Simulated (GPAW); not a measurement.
# NaCl (Fm-3m): how ε∞ follows the gap

The empty bands of NaCl (Fm-3m) are shifted up rigidly by Δ, and ε∞ is computed for each shift.

Cell: a, b, c = 3.974, 3.974, 3.974 Å (primitive vectors), 2 atoms.

Method: GPAW 26.7.0, PBE, RPA, k-mesh 11×11×11, local fields up to 50 eV, Lorentzian half width 0.15 eV.

Launch of the response step: `OMP_NUM_THREADS=1 python df.py`. The series took 2.5 min in all, its band step included, on 1 thread of Arm Neoverse V1 (shared host).

```
Δ (eV)     ε∞
  0.00  2.327
  0.40  2.281
  0.80  2.238
  1.20      ?
  1.60  2.161
  2.00  2.126
```

With one effective transition at E₀ and fixed dipole strength, ε∞ − 1 = A/(E₀ + Δ), so 1/(ε∞ − 1) is linear in Δ.

Working, on the rows shown:

| x = Δ (eV) | y = 1/(ε∞ − 1) |
| --- | --- |
| 0 | 0.75358 |
| 0.4 | 0.78064 |
| 0.8 | 0.807754 |
| 1.6 | 0.861326 |
| 2 | 0.888099 |

Means: x̄ = 0.96, ȳ = 0.81828. Σ(x − x̄)(y − ȳ) = 0.185, Σ(x − x̄)² = 2.752. Slope = 0.185 / 2.752 = 0.06724; intercept = ȳ − slope · x̄ = 0.75373. Turned back into ε∞, the line misses the rows shown by at most 0.00036.

Problem. Fill in the last column of the withheld row.

Solution. At x = 1.2 the line gives y = 0.83442, that is 2.198. The run gave 2.198, so the interpolation holds to the digits printed.

Refitted with all rows, the slope is 0.06726 and the intercept 0.75376. These give E₀ = intercept/slope = 11.2 eV, far above the least direct gap of 5.16 eV: most of the screening comes from transitions well over the edge. Over the first step ε∞ falls by 5 % per eV. The cell comes from an older database entry, whose edges can be off by a per cent or so. Excitons are left out; PBE gaps are as a rule too small. The values come from a sum over the points of one k-mesh and carry its error, which grows as the direct gap shrinks.

[Logs are printed without paths, hosts, clocks, repeated set-up lines and the standing remarks that a program may print on its own settings, such as how far it seeks lower states.]
